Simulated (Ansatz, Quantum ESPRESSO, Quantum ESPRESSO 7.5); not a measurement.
# Complex bands of GaP, zinc blende type, lattice constant set to 5.29 Å

Aim: how fast states decay in the gap of GaP, zinc blende type, lattice constant set to 5.29 Å.

Calculated with Quantum ESPRESSO 7.5; plane-wave DFT, PBE, SG15 norm-conserving pseudopotentials (cross-check by Ansatz 0.2.0 with PAW datasets).

## (1) Set-up

The structure is cubic, space group F-43m (No. 216). The conventional cell has a = 5.290 Å, b = 5.290 Å, c = 5.290 Å, α = 90.00°, β = 90.00°, γ = 90.00°. Nearest to Ga lie 4 P at 2.29 Å. Nearest to P lie 4 Ga at 2.29 Å. Farther neighbours are not listed.

As a file:

```cif
data_structure
_symmetry_space_group_name_H-M 'P 1'
_symmetry_Int_Tables_number 1
_cell_length_a 3.7406
_cell_length_b 3.7406
_cell_length_c 5.2900
_cell_angle_alpha 90.000
_cell_angle_beta 90.000
_cell_angle_gamma 90.000
_cell_volume 74.02
loop_
_atom_site_label
_atom_site_type_symbol
_atom_site_fract_x
_atom_site_fract_y
_atom_site_fract_z
_atom_site_occupancy
Ga1 Ga 0.00000 0.00000 0.00000 1
P2 P 0.50000 0.00000 0.25000 1
Ga3 Ga 0.50000 0.50000 0.50000 1
P4 P 0.00000 0.50000 0.75000 1
```

## (2) Self-consistent run

pwcond needs a cell whose third axis lies along the current and stands perpendicular to the other two.

Input file scf.in:

```
&control
  prefix = 'scf'
  outdir = './out'
  pseudo_dir = './pseudo'
  calculation = 'scf'
  tprnfor = .true.
/
&system
  ibrav = 0
  nat = 4
  ntyp = 2
  ecutwfc = 60
  ecutrho = 240
  occupations = 'fixed'
  nbnd = 22
/
&electrons
  conv_thr = 1e-09
  mixing_beta = 0.6
  electron_maxstep = 120
/
ATOMIC_SPECIES
  Ga  69.7230  Ga_ONCV_PBE-1.2.upf
  P   30.9738  P_ONCV_PBE-1.2.upf
CELL_PARAMETERS angstrom
  3.74059487247684 0.00000000000000 0.00000000000000
  0.00000000000000 3.74059487247684 0.00000000000000
  0.00000000000000 0.00000000000000 5.29000000000000
ATOMIC_POSITIONS crystal
  Ga  0.000000000000 0.000000000000 0.000000000000
  P   0.500000000000 0.000000000000 0.250000000000
  Ga  0.500000000000 0.500000000000 0.500000000000
  P   0.000000000000 0.500000000000 0.750000000000
K_POINTS automatic
  6 6 6 0 0 0
```

The run is started by

```console
> OMP_NUM_THREADS=1 mpirun -n 2 pw.x -nk 2 -in scf.in > scf.out
```

Output:

```text
Program PWSCF v.7.5 starts
[citation notice left out]

     Parallel version (MPI & OpenMP), running on       2 processor cores
     Number of MPI processes:                 2
     Threads/MPI process:                     1

     MPI processes distributed on     1 nodes
[...]
Current dimensions of program PWSCF are:
     Max number of different atomic species (ntypx) = 10
     Max number of k-points (npk) =  40000
     Max angular momentum in pseudopotentials (lmaxx) =  4
     Found identity + ( -0.5000 -0.5000 -0.5000) symmetry
     This is a supercell, fractional translations are disabled
     Message from routine setup:
     using ibrav=0 with symmetry is DISCOURAGED, use correct ibrav instead

     K-points division:     npool     =       2
     Subspace diagonalization in iterative solution of the eigenvalue problem:
     a serial algorithm will be used

     G-vector sticks info
     --------------------
     sticks:   dense  smooth     PW     G-vecs:    dense   smooth      PW
     Sum         949     949    293                31285    31285    5135

     Using Slab Decomposition

     bravais-lattice index     =            0
     lattice parameter (alat)  =       7.0687  a.u.
     unit-cell volume          =     499.4978 (a.u.)^3
     number of atoms/cell      =            4
     number of atomic types    =            2
     number of electrons       =        36.00
     number of Kohn-Sham states=           22
     kinetic-energy cutoff     =      60.0000  Ry
     charge density cutoff     =     240.0000  Ry
     scf convergence threshold =      1.0E-09
     mixing beta               =       0.6000
     number of iterations used =            8  plain     mixing
     Exchange-correlation= PBE
                           (   1   4   3   4   0   0   0)

     celldm(1)=   7.068700  celldm(2)=   0.000000  celldm(3)=   0.000000
     celldm(4)=   0.000000  celldm(5)=   0.000000  celldm(6)=   0.000000

     crystal axes: (cart. coord. in units of alat)
               a(1) = (   1.000000   0.000000   0.000000 )
               a(2) = (   0.000000   1.000000   0.000000 )
               a(3) = (   0.000000   0.000000   1.414214 )

     reciprocal axes: (cart. coord. in units 2 pi/alat)
               b(1) = (  1.000000  0.000000  0.000000 )
               b(2) = (  0.000000  1.000000  0.000000 )
               b(3) = (  0.000000  0.000000  0.707107 )

     PseudoPot. # 1 for Ga read from file:
     ./pseudo/Ga_ONCV_PBE-1.2.upf
     Pseudo is Norm-conserving, Zval = 13.0
     Generated using ONCVPSP code by D. R. Hamann
     Using radial grid of  602 points,  6 beta functions with:
                l(1) =   0
                l(2) =   0
                l(3) =   1
                l(4) =   1
                l(5) =   2
                l(6) =   2

     PseudoPot. # 2 for P  read from file:
     ./pseudo/P_ONCV_PBE-1.2.upf
     Pseudo is Norm-conserving, Zval =  5.0
     Generated using ONCVPSP code by D. R. Hamann
     Using radial grid of  602 points,  4 beta functions with:
                l(1) =   0
                l(2) =   0
                l(3) =   1
                l(4) =   1

     atomic species   valence    mass     pseudopotential
     Ga               13.00    69.72300     Ga( 1.00)
     P                 5.00    30.97380     P ( 1.00)

      8 Sym. Ops. (no inversion) found

   Cartesian axes

     site n.     atom                  positions (alat units)
         1        Ga     tau(   1) = (   0.0000000   0.0000000   0.0000000  )
         2        P      tau(   2) = (   0.5000000   0.0000000   0.3535534  )
         3        Ga     tau(   3) = (   0.5000000   0.5000000   0.7071068  )
         4        P      tau(   4) = (   0.0000000   0.5000000   1.0606602  )

     number of k points=    40
                       cart. coord. in units 2pi/alat
        k(    1) = (   0.0000000   0.0000000   0.0000000), wk =   0.0092593
        k(    2) = (   0.0000000   0.0000000   0.1178511), wk =   0.0185185
        k(    3) = (   0.0000000   0.0000000   0.2357023), wk =   0.0185185
        k(    4) = (   0.0000000   0.0000000  -0.3535534), wk =   0.0092593
        k(    5) = (   0.0000000   0.1666667   0.0000000), wk =   0.0370370
        k(    6) = (   0.0000000   0.1666667   0.1178511), wk =   0.0740741
        k(    7) = (   0.0000000   0.1666667   0.2357023), wk =   0.0740741
        k(    8) = (   0.0000000   0.1666667  -0.3535534), wk =   0.0370370
        k(    9) = (   0.0000000   0.3333333   0.0000000), wk =   0.0370370
        k(   10) = (   0.0000000   0.3333333   0.1178511), wk =   0.0740741
[...]
k(   40) = (  -0.5000000  -0.5000000  -0.3535534), wk =   0.0092593

     Dense  grid:    31285 G-vectors     FFT dimensions: (  36,  36,  50)

     Estimated max dynamical RAM per process >      57.02 MB

     Estimated total dynamical RAM >     106.39 MB

     Initial potential from superposition of free atoms

     starting charge      35.8035, renormalised to      36.0000
     Starting wfcs are random

     total cpu time spent up to now is        0.8 secs

     per-process dynamical memory:    48.3 Mb

     Self-consistent Calculation

     iteration #  1     ecut=    60.00 Ry     beta= 0.60
     Davidson diagonalization with overlap
     ethr =  1.00E-02,  avg # of iterations = 14.2

     Threshold (ethr) on eigenvalues was too large:
     Diagonalizing with lowered threshold

     Davidson diagonalization with overlap
     ethr =  5.66E-04,  avg # of iterations =  2.4

     total cpu time spent up to now is       11.3 secs

     total energy              =    -289.01667668 Ry
     estimated scf accuracy    <       0.19761068 Ry

     iteration #  2     ecut=    60.00 Ry     beta= 0.60
[...]
total energy              =    -289.06521823 Ry
     estimated scf accuracy    <       0.01794761 Ry

     iteration #  3     ecut=    60.00 Ry     beta= 0.60
[...]
total energy              =    -289.06703240 Ry
     estimated scf accuracy    <       0.00173831 Ry

     iteration #  4     ecut=    60.00 Ry     beta= 0.60
[...]
total energy              =    -289.06716012 Ry
     estimated scf accuracy    <       0.00012638 Ry

     iteration #  5     ecut=    60.00 Ry     beta= 0.60
[...]
total energy              =    -289.06718943 Ry
     estimated scf accuracy    <       0.00000220 Ry

     iteration #  6     ecut=    60.00 Ry     beta= 0.60
[...]
total energy              =    -289.06719086 Ry
     estimated scf accuracy    <       0.00000061 Ry

     iteration #  7     ecut=    60.00 Ry     beta= 0.60
[...]
total energy              =    -289.06719099 Ry
     estimated scf accuracy    <       0.00000009 Ry

     iteration #  8     ecut=    60.00 Ry     beta= 0.60
[...]
total energy              =    -289.06719102 Ry
     estimated scf accuracy    <       0.00000002 Ry

     iteration #  9     ecut=    60.00 Ry     beta= 0.60
[...]
End of self-consistent calculation

          k = 0.0000 0.0000 0.0000 (  3881 PWs)   bands (ev):

    -5.9735  -5.8180  -5.8180  -5.8144  -5.7357  -5.7308  -5.7308  -5.6854
    -5.6830  -5.6569  -4.2951  -0.8993   1.7126   5.8993   5.8993   8.9124
     8.9129   8.9129  10.3664  10.6351  11.4863  12.7735

          k = 0.0000 0.0000 0.1179 (  3937 PWs)   bands (ev):

    -5.9662  -5.8315  -5.8130  -5.8130  -5.7372  -5.7372  -5.7320  -5.6862
    -5.6841  -5.6590  -4.1582  -1.4182   2.3748   6.0280   6.0280   8.1109
     8.5317   8.5317  10.3382  10.9987  12.1456  12.5192

          k = 0.0000 0.0000 0.2357 (  3960 PWs)   bands (ev):

    -5.9444  -5.8698  -5.7982  -5.7982  -5.7541  -5.7541  -5.7215  -5.6945
    -5.6791  -5.6645  -3.7613  -2.3148   3.6907   6.4059   6.4059   6.6882
     7.7640   7.7640  10.5321  11.6609  11.7884  13.2159

          k = 0.0000 0.0000-0.3536 (  3928 PWs)   bands (ev):

    -5.9106  -5.9105  -5.7762  -5.7762  -5.7762  -5.7762  -5.7075  -5.7074
    -5.6715  -5.6714  -3.1327  -3.1327   5.1763   5.1763   7.0052   7.0052
     7.0052   7.0052  10.9947  10.9947  12.7905  12.7905

          k = 0.0000 0.1667 0.0000 (  3909 PWs)   bands (ev):

    -5.9637  -5.8455  -5.8123  -5.8055  -5.7465  -5.7361  -5.7217  -5.6883
    -5.6818  -5.6629  -4.0241  -0.8660   1.8201   4.9477   6.1161   7.2199
     8.1331   8.7885  10.7162  12.1584  12.3109  12.9904

          k = 0.0000 0.1667 0.1179 (  3917 PWs)   bands (ev):

    -5.9576  -5.8539  -5.8080  -5.8056  -5.7513  -5.7427  -5.7197  -5.6860
    -5.6835  -5.6638  -3.8925  -1.3092   2.3068   5.1863   6.2374   6.4324
     8.4864   8.4867  10.8515  11.7024  12.4829  13.3836

[...]
highest occupied, lowest unoccupied level (ev):     8.9129   10.3382

!    total energy              =    -289.06719102 Ry
     estimated scf accuracy    <          3.1E-10 Ry

     The total energy is the sum of the following terms:
     one-electron contribution =    -145.87250995 Ry
     hartree contribution      =      98.72324250 Ry
     xc contribution           =     -43.10836250 Ry
     ewald contribution        =    -198.80956108 Ry

     convergence has been achieved in   9 iterations

     Forces acting on atoms (cartesian axes, Ry/au):

     atom    1 type  1   force =     0.00000000    0.00000000    0.00000000
     atom    2 type  2   force =     0.00000000    0.00000000    0.00000093
     atom    3 type  1   force =     0.00000000    0.00000000    0.00000000
     atom    4 type  2   force =     0.00000000    0.00000000   -0.00000093

     Total force =     0.000001     Total SCF correction =     0.000011
     SCF correction compared to forces is large: reduce conv_thr to get better values

[...]
=------------------------------------------------------------------------------=
   JOB DONE.
=------------------------------------------------------------------------------=
```

Run time: 29 s. Hardware: 2 MPI ranks of Arm Neoverse V2, shared host; peak memory 0.19 GiB.

Numbers from this step:

* free energy: -3932.9595 eV
* valence top, on the run's zero: 8.913 eV
* conduction bottom, on the run's zero: 10.34 eV
* gap by band count: 1.425 eV

The run needed 9 iterations to bring the estimated error under 1e-09 Ry.

(Continued in part 2 of 4.)

[Logs are printed without paths, hosts, clocks, repeated set-up lines and the standing remarks that a program may print on its own settings, such as how far it seeks lower states.]

[Hosts, paths, dates, database ids (printed as entryN), source tags and the programs' standing remarks are cut or masked in the printed files.]

[Maps of the electrostatic potential energy from Ansatz leave out the sawtooth potential of an applied field or a dipole correction, so their vacuum need not be flat; planar profiles and work functions include it.]
